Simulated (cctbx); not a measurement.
## Lu2Zn3Si2Ge3: precision against data quality

Space group Ibam (no. 72), a = 9.8150 Å, b = 11.7500 Å, c = 5.7860 Å, α = 90.00°, β = 90.00°, γ = 90.00°.

| atom | mult. | x | y | z | Ueq (Å²) |
| --- | --- | --- | --- | --- | --- |
| Lu1 | 8 | 0.2674 | 0.1376 | 1/2 | 0.0306 |
| Ge1 | 8 | 0.8401 | 0.8954 | 0 | 0.0238 |
| Ge2 | 4 | 1/2 | 0 | 3/4 | 0.0142 |
| Zn1 | 8 | 0.6114 | 0.8602 | 0 | 0.0331 |
| Zn2 | 4 | 0 | 0 | 3/4 | 0.0292 |
| Si1 | 8 | 1/2 | 0.2684 | 1/4 | 0.0397 |

The model was made for the exercise: a known structure type with other elements put in, its volume estimated, not relaxed; displacement parameters are assumed.

Five simulated data sets (cctbx; Mo Kα, λ = 0.71073 Å; 4 % proportional error) differ in resolution or exposure (noise floor 4 counts in the first three, 8 in the last two). Each is refined with the right model, isotropic at 1.1 Å and anisotropic otherwise. How do the figures of merit and the uncertainties move?

| d min (Å) | top counts | ⟨I/σ⟩ (unmerged, absences included) | unique | param. (scale apart) | Rint | R1 | GooF | largest s.u. xyz (fractional) | s.u. U of Si1 (Å²) | largest error (Å) |
| --- | --- | --- | --- | --- | --- | --- | --- | --- | --- | --- |
| 1.1 | 20000 | 6.3 | 146 | 13 | 0.031 | 0.0456 | 3.70 | 0.00123 | 0.0039 | 0.0248 |
| 0.84 | 20000 | 5.2 | 324 | 29 | 0.037 | 0.0161 | 0.91 | 0.00030 | 0.0013 | 0.0016 |
| 0.6 | 20000 | 3.3 | 861 | 29 | 0.048 | 0.0238 | 0.94 | 0.00026 | 0.0010 | 0.0008 |
| 0.75 | 300 | 0.3 | 442 | 29 | 0.549 | 0.1286 | 0.90 | 0.00604 | 0.0423 | 0.0093 |
| 0.75 | 3000 | 1.7 | 442 | 29 | 0.116 | 0.0427 | 0.90 | 0.00098 | 0.0048 | 0.0028 |

GooF reaches 3.7 where the model lacks something that the data hold (anisotropy at the isotropic level, for one). The s.u. of U for Si1 goes 0.0039, 0.0013, 0.0010 Å² with resolution and 0.0423, 0.0048 Å² with exposure.

The 1.1 Å row also differs in its displacement model, so it isn't a clean test of resolution.

Hardware for the 0.6 Å refinement: 0.54 s on 1 thread of Arm Neoverse N1, on a shared host, peak memory 0.09 GiB.
